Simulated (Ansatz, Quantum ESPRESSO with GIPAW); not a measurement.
# CH9ClN6: recovering the 35Cl shift from two magnetic fields

The line of one Cl site of CH9ClN6 (atom 1; accepts 3 H bonds; site symmetry -6) is simulated from calculated parameters (GIPAW shift with PBEsol, against aqueous Cl-; field gradient by Ansatz). Under fast MAS the central transition of 35Cl (spin 3/2, |γ|/2π = 4.1765 MHz/T) has its centre of gravity at -72.09 ppm at 9.4 T and at -61.30 ppm at 18.8 T. The cell is the P6_3/m form of a database entry, atoms relaxed, static and at 0 K.

**Task.** Recover the isotropic shift and the quadrupolar product P_Q. What does that say of C_Q?

1. The centre of gravity is δ_cg = δ_iso − (3/40) F (P_Q/ν0)² × 10⁶, with F = [I(I+1) − 3/4]/[I²(2I−1)²] = 0.3333: a straight line in 1/ν0².

2. ν0 = 39.26 and 78.52 MHz, so 1/ν0² = 6.4880e-04 and 1.6220e-04 MHz⁻².

3. The slope is (-72.09 + 61.30) / (6.4880e-04 − 1.6220e-04) = -2.2174e+04 ppm MHz², and the intercept δ_iso = -61.30 − slope × 1.6220e-04 = -57.7 ppm.

4. P_Q = √(−slope / [(3/40) F × 10⁶]) = 0.94 MHz.

5. P_Q = |C_Q|√(1 + η²/3), so |C_Q| lies between 0.82 (η = 1) and 0.94 MHz (η = 0); the axis through the site fixes η = 0. The calculation has |C_Q| = 0.94 MHz, η_Q = 0.00 and δ_iso = -57.7 ppm. Reading the 9.4 T position as the shift would be off by -14.4 ppm.

[Hosts, paths, dates, database ids (printed as entryN), source tags and the programs' standing remarks are cut or masked in the printed files.]
